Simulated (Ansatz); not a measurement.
# Be (P4_2/mnm, 4 atoms in the cell): from the cell to its phonons

Wanted: phonon frequencies of Be (P4_2/mnm, 4 atoms in the cell) and what follows from them.

Method: DFT PBEsol, scalar-relativistic, plane waves, norm-conserving pseudopotentials, in Ansatz 0.2.0.

This is not the structure that Be takes at ambient pressure and room temperature (hexagonal, No. 194); it is a model or a phase of other conditions.

### Step 1. Starting point

It takes space group P4_2/mnm (No. 136, tetragonal). The conventional cell has a = 3.747 Å, b = 3.747 Å, c = 2.281 Å, α = 90.00°, β = 90.00°, γ = 90.00°. Nearest to Be lie 11 Be at 2.15 to 2.28 Å.

### Step 2. Relaxation

Harmonic phonons are second derivatives at a point where the forces vanish, and they are wanted at zero stress, so atoms and cell are relaxed first.

input.yaml reads:

```yaml
crystal:
  lattice:
    - [3.746814, 0.0, 0.0]
    - [0.0, 3.746814, 0.0]
    - [0.0, 0.0, 2.28128]
  atoms:
    - { symbol: Be, position: [0.297408, 0.297408, 0.0] }
    - { symbol: Be, position: [0.702592, 0.702592, 0.0] }
    - { symbol: Be, position: [0.202592, 0.797408, 0.5] }
    - { symbol: Be, position: [0.797408, 0.202592, 0.5] }
kpoints:
  mp_grid: { grid: [12, 12, 18] }
hamiltonian:
  xc: pbesol
  pseudopotentials: { kind: nc }
scf:
  occupations: { method: gaussian, width: 0.1 }
output:
  forces: true
  stress: true
  eigenvalues: true
  write_density: true
  write_potential: true
  elf: true
  volumetric_format: npy
relax:
  adjacent_minimum: "off"
  f_tol: 0.005
  max_steps: 80
  cell: { stress_tol: 0.05 }
```

Launch:

```
$ ansatz run input.yaml --threads 4 --pin off --max-ram 7168MiB --backend cpu --events-out ev --progress --plain --runs-dir out
```

Numbers of over 12 decimals in the logs are rounded to 6 here.

The log of the run:

```text
Engine: ansatz 0.2.0, aarch64-unknown-linux-gnu
Pseudopotentials: kind: nc
Pseudopotential: Be, nc, valence charge 4, recommended cutoff 1197.300995 eV (normal), Be.nc.azcp (PseudoDojo's, or run here from an input of PseudoDojo's: the run reads no file of this project's for it)
Functional definition: PBEsol
  exchange = pbesol_x
  correlation = pbesol_c
Crystal: 4 atoms, lattice volume = 32.026 Å³
Basis set: ecut = 1197.300995 eV, 3041 PW (Γ), exchange–correlation on 90×90×54 points (8 copies of the dense FFT grid, shifted against one another)
Bands: 12, of which v1, the nominal top of the filled ones, is band 8 counted from 1 (7 counted from 0)
Symmetry: 16 space group operations
Space group: P42/mnm (ITA 136), of the structure as read, at distance tolerance 3.2e-5 Å
k-points: 280 of 2592
Non-local potential: Be, projectors of the file, l = 0: 2, l = 1: 2
Initial density: superposition of atomic densities (chi_scale 0.1, normalization cell)
Initial wavefunctions: pseudopotential atomic-orbital guess
Functional: x = pbesol(κ = 0.804, μ = 0.123457), c = pbesol(β = 0.046)
SCF iter   1: F=—  HF=-1510.914439 eV  |F-HF|=—  |Δ(HF+E_count)|=         —  Δρ=3.86e-2  dr2=1.07e-1  ethr=3.10e-3  ⟨swp⟩=5.3  Hψ=21461  notcnv=0
preconditioner: auto → none  [metal: Δε(μ)=0.003 eV  Ē_g=9.445 eV  σ=0.100 eV  W_gap=0.02  n_scr=8 (ndim 8)  ℏωp=18.6 eV  f_vac=0.000  D(μ)=0.45/eV (n_scr^D=0)  sad-step TF]
SCF iter   2: F=—  HF=-1510.894917 eV  |F-HF|=—  |Δ(HF+E_count)|=   1.95e-2  Δρ=2.03e-2  dr2=3.93e-2  ethr=6.71e-4  ⟨swp⟩=1.0  Hψ=5609  notcnv=0
SCF iter   3: F=—  HF=-1510.882647 eV  |F-HF|=—  |Δ(HF+E_count)|=   1.23e-2  Δρ=1.62e-3  dr2=7.74e-5  ethr=2.46e-4  ⟨swp⟩=2.1  Hψ=4401  notcnv=0
SCF iter   4: F=—  HF=-1510.882652 eV  |F-HF|=—  |Δ(HF+E_count)|=   4.70e-6  Δρ=1.07e-4  dr2=6.48e-7  ethr=4.84e-7  ⟨swp⟩=1.2  Hψ=3558  notcnv=0
SCF iter   5: F=-1510.882652 eV  HF=-1510.882652 eV  |F-HF|=1.98e-11  |Δ(HF+E_count)|=   3.10e-8  Δρ=4.23e-6  dr2=1.45e-9  ethr=6.25e-10  ⟨swp⟩=9.9  Hψ=22742  notcnv=0
SCF 1 converged in 5 iterations: F = -1510.882652 eV  dr2 = 1.45e-9
relax step   1: F+E_penalty+E_count = -1510.88265164 eV  Δ(F+E_penalty+E_count) = +0.000e0 eV  max|allowed force component| = 1.523e-3 eV/Å  Δτ_max = 0.0000 Å  P = -0.433 GPa  Ω = 32.026 Å³  (5 SCF iters, dr2 threshold 1.00e-7 eV, accepted)
Crystal: 4 atoms, lattice volume = 31.964 Å³
Basis set: ecut = 1197.300995 eV, 3057 PW (Γ), exchange–correlation on 90×90×54 points (8 copies of the dense FFT grid, shifted against one another)
Initial density: handed on by an earlier stage of this run
Initial wavefunctions: those handed on with the density
iter 1 solved again at ethr=5.18e-7 eV; its pass at ethr=3.10e-3 eV (dr2=8.29e-5 eV) is discarded
SCF iter   1: F=—  HF=-1510.884439 eV  |F-HF|=—  |Δ(HF+E_count)|=         —  Δρ=6.98e-4  dr2=7.95e-5  ethr=5.18e-7  ⟨swp⟩=1.8  Hψ=26578  notcnv=0
preconditioner: auto → none  [metal: Δε(μ)=0.022 eV  Ē_g=9.450 eV  σ=0.100 eV  W_gap=0.12  n_scr=8 (ndim 8)  ℏωp=18.6 eV  f_vac=0.000  D(μ)=0.42/eV (n_scr^D=0)]
SCF iter   2: F=—  HF=-1510.884424 eV  |F-HF|=—  |Δ(HF+E_count)|=   1.47e-5  Δρ=3.22e-4  dr2=1.60e-5  ethr=4.97e-7  ⟨swp⟩=1.0  Hψ=3360  notcnv=0
SCF iter   3: F=-1510.884422 eV  HF=-1510.884422 eV  |F-HF|=4.78e-9  |Δ(HF+E_count)|=   2.52e-6  Δρ=1.30e-5  dr2=9.75e-9  ethr=2.50e-9  ⟨swp⟩=7.1  Hψ=19313  notcnv=0
SCF 2 converged in 3 iterations: F = -1510.884422 eV  dr2 = 9.75e-9
relax step   2: F+E_penalty+E_count = -1510.88442181 eV  Δ(F+E_penalty+E_count) = -1.770e-3 eV  max|allowed force component| = 1.088e-2 eV/Å  Δτ_max = 0.0017 Å  P = -0.136 GPa  Ω = 31.964 Å³  energy of the carried Pulay correction = +1.751e-5 eV  (3 SCF iters, dr2 threshold 4.00e-7 eV, accepted)
Crystal: 4 atoms, lattice volume = 31.939 Å³
iter 1 solved again at ethr=1.03e-7 eV; its pass at ethr=3.10e-3 eV (dr2=1.64e-5 eV) is discarded
SCF iter   1: F=—  HF=-1510.884550 eV  |F-HF|=—  |Δ(HF+E_count)|=         —  Δρ=5.36e-4  dr2=1.67e-5  ethr=1.03e-7  ⟨swp⟩=2.0  Hψ=26140  notcnv=0
preconditioner: auto → none  [metal: Δε(μ)=0.028 eV  Ē_g=9.456 eV  σ=0.100 eV  W_gap=0.16  n_scr=8 (ndim 8)  ℏωp=18.6 eV  f_vac=0.000  D(μ)=0.42/eV (n_scr^D=0)]
SCF iter   2: F=—  HF=-1510.884543 eV  |F-HF|=—  |Δ(HF+E_count)|=   6.41e-6  Δρ=2.53e-4  dr2=2.57e-6  ethr=1.03e-7  ⟨swp⟩=1.0  Hψ=3362  notcnv=0
SCF iter   3: F=-1510.884543 eV  HF=-1510.884543 eV  |F-HF|=3.35e-9  |Δ(HF+E_count)|=   5.54e-7  Δρ=2.93e-5  dr2=2.18e-8  ethr=1.47e-9  ⟨swp⟩=6.6  Hψ=17931  notcnv=0
SCF 3 converged in 3 iterations: F = -1510.884543 eV  dr2 = 2.18e-8
relax step   3: F+E_penalty+E_count = -1510.88454290 eV  Δ(F+E_penalty+E_count) = -1.211e-4 eV  max|allowed force component| = 3.081e-3 eV/Å  Δτ_max = 0.0021 Å  P = -0.011 GPa  Ω = 31.939 Å³  energy of the carried Pulay correction = +2.458e-5 eV  (3 SCF iters, dr2 threshold 2.35e-7 eV, accepted)
Initial wavefunctions: pseudopotential atomic-orbital guess (no wavefunctions were taken with the density)
iter 1 solved again at ethr=6.32e-10 eV; its pass at ethr=3.10e-3 eV (dr2=1.01e-7 eV) is discarded
SCF iter   1: F=—  HF=-1510.884530 eV  |F-HF|=—  |Δ(HF+E_count)|=         —  Δρ=3.06e-5  dr2=2.28e-8  ethr=6.32e-10  ⟨swp⟩=3.7  Hψ=33043  notcnv=0
SCF iter   2: F=—  HF=-1510.884527 eV  |F-HF|=—  |Δ(HF+E_count)|=   2.21e-6  Δρ=1.50e-5  dr2=5.18e-9  ethr=1.42e-10  ⟨swp⟩=1.0  Hψ=3360  notcnv=0
SCF iter   3: F=-1510.884527 eV  HF=-1510.884527 eV  |F-HF|=2.96e-12  |Δ(HF+E_count)|=  7.79e-10  Δρ=3.53e-7  dr2=4.40e-12  ethr=1.00e-12  ⟨swp⟩=5.0  Hψ=14655  notcnv=0
SCF 4 converged in 3 iterations: F = -1510.884527 eV  dr2 = 4.40e-12
relax step   4: F+E_penalty+E_count = -1510.88452738 eV  Δ(F+E_penalty+E_count) = +1.552e-5 eV  max|allowed force component| = 3.073e-3 eV/Å  Δτ_max = 0.0000 Å  P = -0.013 GPa  Ω = 31.939 Å³  stress off target by 3.50e-2 GPa  SCF on the basis re-selected at this cell (its energy is not comparable with the rows above)  (3 SCF iters)
basis re-selected at this cell: Δ(F+E_penalty+E_count) = +1.552e-5 eV, ΔP = -0.002 GPa vs the last step (what re-selecting the basis moved, of the pressure what is left beyond the Pulay correction that the steps carried, after the strain that the cell walked since its last selection, with what the two solves' SCF thresholds leave and, on support functions, any second-order correction that the steps lacked; it is no m [...]
SCF converged after 3 iterations
Free energy (F): -1510.884527 eV
Harris-Foulkes:  -1510.884527 eV  (|F-HF|=2.96e-12)
Internal energy: -1510.882421 eV  (E = F + TS)
E sigma→0 (E₀):  -1510.883474 eV
Entropy (-TS):   -0.002106 eV (-0.527 meV/atom)
Fermi energy:    8.512426 eV
--- Per-component energies (eV) ---
  E_band       = -694.288531
  E_kinetic    = 946.661822
  E_local      = -653.918693  (includes V_loc(G=0)·N_el)
  E_nonlocal   = -1107.729482
  E_hartree    = 229.443127
  E_xc         = -260.421043
  E_vxc        = -338.188429  (∫ρ·V_xc dr)
  E_ewald      = -664.918152
  E_smearing   = -0.002106  (= −TS)
  E_closure    = -0.000000  (closes the sum)
  Σ components = -1510.884527   (vs F -1510.884527, Δ=0.00e0)
--- Forces (eV/Å), atoms counted from 1 ---
  atom   1  Be     0.00307314     0.00307314    -0.00000000
  atom   2  Be    -0.00307314    -0.00307314     0.00000000
  atom   3  Be    -0.00307314     0.00307314    -0.00000000
  atom   4  Be     0.00307314    -0.00307314     0.00000000
  max |Σ_I F_I| component: 1.39e-17 eV/Å
--- Stress (GPa, compression-positive) ---
       -0.035017      -0.000000       0.000000
       -0.000000      -0.035017       0.000000
        0.000000       0.000000       0.031764
  P = ⅓ Tr σ = -0.0128 GPa (-0.128 kbar)
--- Band table (eV; the first three rows and the last of 280) ---
  k-point 0: bands = [... 4 lower, -2.6144, 3.5076, 4.0943, 7.4433, 7.4433, 13.3169, 13.3169, 15.8158]
  k-point 1: bands = [... 4 lower, -2.5482, 3.5929, 4.1829, 7.4942, 7.4942, 13.3626, 13.3626, 15.8853]
  k-point 2: bands = [... 4 lower, -2.3495, 3.8481, 4.4487, 7.6438, 7.6438, 13.4993, 13.4993, 14.5978]
  k-point 279: bands = [... 4 lower, 4.7925, 4.7925, 5.1540, 5.1540, 10.4050, 10.4050, 10.4199, 10.4199]
--- Relaxed structure (3 steps of the walk, 3 accepted, 1 SCFs on fresh bases) ---
  F+E_penalty+E_count = -1510.88452738 eV   max|allowed force component| = 3.073e-3 eV/Å   (the final SCF, on the basis selected at the relaxed cell)
  cell:  # Å, volume = 31.9387 Å³
    - [3.756162, 0, 0]
    - [0, 3.756162, 0]
    - [0, 0, 2.263754]
  atoms:
    - { symbol: Be, position: [0.298112, 0.298112, 0] }
    - { symbol: Be, position: [0.701888, 0.701888, 0] }
    - { symbol: Be, position: [0.201888, 0.798112, 0.500000] }
    - { symbol: Be, position: [0.798112, 0.201888, 0.500000] }
```

It took 26 s on 4 threads of Arm Neoverse V1, shared host; peak memory 0.68 GiB; 1.7 min of CPU time.

Relaxation path:

```csv
step,energy less that of the first step (eV),largest force component (eV/Å),pressure (GPa),volume (Å³)
1,0.0000,0.0015,-0.43,32.03
2,-0.0018,0.0109,-0.14,31.96
3,-0.0019,0.0031,-0.01,31.94
4*,-0.0019,0.0031,-0.01,31.94
```

Relaxation steps marked * repeat the geometry before them on a plane-wave basis chosen anew for their cell, so energy and pressure can jump there.

The run keeps the 16 symmetry operations that it works with, so distortions that break them were not tested.

```csv
"conventional cell, symmetrised",before,after,change
a (Å),3.747,3.756,+0.2 %
b (Å),3.747,3.756,+0.2 %
c (Å),2.281,2.264,-0.8 %
volume (Å³/atom),8.01,7.98,-0.3 %
```

The relaxed structure:

```cif
data_structure
_symmetry_space_group_name_H-M 'P 1'
_symmetry_Int_Tables_number 1
_cell_length_a 3.7562
_cell_length_b 3.7562
_cell_length_c 2.2638
_cell_angle_alpha 90.000
_cell_angle_beta 90.000
_cell_angle_gamma 90.000
_cell_volume 31.94
loop_
_atom_site_label
_atom_site_type_symbol
_atom_site_fract_x
_atom_site_fract_y
_atom_site_fract_z
_atom_site_occupancy
Be1 Be 0.29811 0.29811 0.00000 1
Be2 Be 0.70189 0.70189 0.00000 1
Be3 Be 0.20189 0.79811 0.50000 1
Be4 Be 0.79811 0.20189 0.50000 1
```

This step gave:

- pressure: -0.01276 GPa
- volume per atom: 7.985 Å³
- gap on the k-mesh: 0 eV

Electrostatic potential energy in the ab plane at fractional z = 0.000, with atoms of Be within 0.2 Å of it. With pseudopotentials it is smooth inside the atoms' cores, unlike the true potential.

Ten even steps from '_' (-28 eV) to '@' (9 eV), each cell a mean:
```
@@@@@@@@@@@@@@@@@@%%%%%%@@@@
@@@@@@@@@@@@@@@@##++++**%%@@
@@@@@@@@@@@@@@##==..__--**%%
@@@@@@@@@@@@@@##::______++%%
@@@@@@@@@@@@@@##::____..++%%
@@@@@@@@@@@@@@%%++::::==##@@
@@@@@@%%##%%%%%%%%######@@@@
@@@@##==--==##%%@@@@@@@@@@@@
@@%%++______==%%@@@@@@@@@@@@
@@##==______--##@@@@@@@@@@@@
@@%%++______==%%@@@@@@@@@@@@
@@@@##++==++##@@@@@@@@@@@@@@
@@@@@@%%##%%@@@@@@@@@@@@@@@@
@@@@@@@@@@@@@@@@@@@@@@@@@@@@
```
Columns run along a (3.8 Å; values clipped at the 3rd and 97th percentile), rows up along b (3.8 Å). Atoms in or near the plane, at fractional coordinates: Be at (0.30, 0.30), Be at (0.70, 0.70).

ELF in the ab plane at fractional z = 0.000, with atoms of Be within 0.2 Å of it. It is the smooth field of the valence electrons, not physical close to the nuclei.

Values in units of 1e-1, 14 rows by 14 columns, each cell a mean:
```
4.8 4.9 5.2 5.6 5.7 5.6 5.3 4.9 4.2 3.7 3.9 4.6 5.1 5.0
5.1 5.1 5.5 6.1 6.4 6.4 5.9 4.6 2.3 1.1 1.1 2.1 4.1 5.1
5.4 5.5 6.1 6.9 7.2 7.3 6.5 3.8 1.0 4.3 5.7 1.5 2.1 4.6
5.6 5.9 6.5 7.4 7.8 7.7 6.8 3.0 2.4 9.6 9.9 5.7 1.1 3.9
5.4 5.9 6.6 7.5 7.9 7.8 7.0 3.5 1.8 8.3 9.6 4.3 1.1 3.7
5.1 5.6 6.3 7.1 7.4 7.5 7.0 5.1 1.7 1.8 2.4 1.0 2.3 4.2
4.9 5.0 4.9 4.3 4.1 4.8 6.1 6.3 5.1 3.5 3.0 3.8 4.6 4.9
4.8 4.2 2.5 1.0 1.2 1.2 3.4 6.1 7.0 7.0 6.8 6.5 5.9 5.3
5.0 3.3 0.8 5.2 8.8 5.7 1.2 4.8 7.5 7.8 7.7 7.3 6.4 5.6
5.2 3.2 0.8 8.2 9.6 8.8 1.2 4.1 7.4 7.9 7.8 7.2 6.4 5.7
5.4 3.9 1.0 4.6 8.2 5.2 1.0 4.3 7.1 7.5 7.4 6.9 6.1 5.6
5.2 4.8 3.1 1.0 0.8 0.8 2.5 4.9 6.3 6.6 6.5 6.1 5.5 5.2
4.9 5.1 4.8 3.9 3.2 3.3 4.2 5.0 5.6 5.9 5.9 5.5 5.1 4.9
4.7 4.9 5.2 5.4 5.2 5.0 4.8 4.9 5.1 5.4 5.6 5.4 5.1 4.8
```
Columns run along a (3.8 Å), rows up along b (3.8 Å). Atoms in or near the plane, at fractional coordinates: Be at (0.30, 0.30), Be at (0.70, 0.70).

Valence density in the ab plane at fractional z = 0.000, with atoms of Be within 0.2 Å of it. It is the smooth field of the valence electrons, not physical close to the nuclei.

Ten steps, logarithmic in the rise over the least value, from '0' (0 e/Å³) to '9' (21 e/Å³), each cell a mean:
```
00001000001000
00000000011000
00000000155200
00001100489511
00001100388510
00000000134100
00001111000000
00012111000000
00158611011000
00279821011001
00157510000000
00012100000000
00000000000000
00000000000000
```
Columns run along a (3.8 Å), rows up along b (3.8 Å). Atoms in or near the plane, at fractional coordinates: Be at (0.30, 0.30), Be at (0.70, 0.70).

In this step the volume went from 8.01 to 7.98 Å³/atom.

### Step 3. Relaxing to small forces for the phonons

Phonons need a cell at rest on their own settings, so the relaxation is repeated with tight tolerances on forces and stress on the k mesh and occupations of the first response run.

input.yaml reads:

```yaml
crystal:
  lattice:
    - [3.7561622799, 0.0, 0.0]
    - [0.0, 3.7561622799, 0.0]
    - [0.0, 0.0, 2.2637539447]
  atoms:
    - { symbol: Be, position: [0.2981116612, 0.2981116612, 0.0] }
    - { symbol: Be, position: [0.7018883388, 0.7018883388, 0.0] }
    - { symbol: Be, position: [0.2018883388, 0.7981116612, 0.5] }
    - { symbol: Be, position: [0.7981116612, 0.2018883388, 0.5] }
kpoints:
  mp_grid: { grid: [12, 12, 20] }
hamiltonian:
  xc: pbesol
  pseudopotentials: { kind: nc }
scf:
  occupations: { method: methfessel_paxton, width: 0.2 }
output:
  forces: true
  stress: true
  eigenvalues: true
relax:
  adjacent_minimum: "off"
  f_tol: 0.001
  max_steps: 60
  cell: { stress_tol: 0.01 }
```

The log of the run:

```text
[...]
Crystal: 4 atoms, lattice volume = 31.939 Å³
Basis set: ecut = 1197.300995 eV, 3057 PW (Γ), exchange–correlation on 90×90×54 points (8 copies of the dense FFT grid, shifted against one another)
Bands: 12, of which v1, the nominal top of the filled ones, is band 8 counted from 1 (7 counted from 0)
Symmetry: 16 space group operations
[...]
k-points: 308 of 2880
[...]
--- Relaxed structure (4 steps of the walk, 4 accepted, 1 SCFs on fresh bases) ---
[...]
cell:  # Å, volume = 31.9062 Å³
    - [3.743882, 0, 0]
    - [0, 3.743882, 0]
    - [0, 0, 2.276309]
  atoms:
    - { symbol: Be, position: [0.297231, 0.297231, 0] }
    - { symbol: Be, position: [0.702769, 0.702769, 0] }
    - { symbol: Be, position: [0.202769, 0.797231, 0.5] }
    - { symbol: Be, position: [0.797231, 0.202769, 0.5] }
[key lines of the parts left out:]
SCF converged after 3 iterations
Free energy (F): -1510.884005 eV
Fermi energy:    8.496730 eV
P = ⅓ Tr σ = -0.0027 GPa (-0.027 kbar)
```

The job ended after 32 s (4 threads; peak memory 0.71 GiB; 2.1 min of CPU time).

The steps of the relaxation:

```csv
step,energy less that of the first step (eV),largest force component (eV/Å),pressure (GPa),volume (Å³)
1,0.0000,0.0054,-0.03,31.94
2,-0.0013,0.0107,-0.04,31.93
3,-0.0014,0.0036,-0.02,31.91
4,-0.0014,0.0001,0.00,31.91
5*,-0.0014,0.0001,0.00,31.91
```

Relaxation steps marked * repeat the geometry before them on a plane-wave basis chosen anew for their cell, so energy and pressure can jump there.

The run keeps the 16 symmetry operations that it works with, so distortions that break them were not tested.

```csv
"conventional cell, symmetrised",before,after,change
a (Å),3.756,3.744,-0.3 %
b (Å),3.756,3.744,-0.3 %
c (Å),2.264,2.276,+0.6 %
volume (Å³/atom),7.98,7.98,-0.1 %
```

Final coordinates:

```xyz
4
Lattice="3.7439 0.0000 0.0000 0.0000 3.7439 0.0000 0.0000 0.0000 2.2763" Properties=species:S:1:pos:R:3 pbc="T T T"
Be    1.1128    1.1128    0.0000
Be    2.6311    2.6311    0.0000
Be    0.7591    2.9847    1.1382
Be    2.9847    0.7591    1.1382
```

This step gave:

- pressure: -0.002684 GPa
- volume per atom: 7.977 Å³

The largest force component left is 0.13 meV/Å and the pressure is -0.003 GPa, within the tolerances set. The cell now holds 7.98 Å³/atom.

(Continued in part 2 of 2.)

[Logs are printed without paths, hosts, clocks, repeated set-up lines and the standing remarks that a program may print on its own settings, such as how far it seeks lower states.]

[Hosts, paths, dates, database ids (printed as entryN), source tags and the programs' standing remarks are cut or masked in the printed files.]
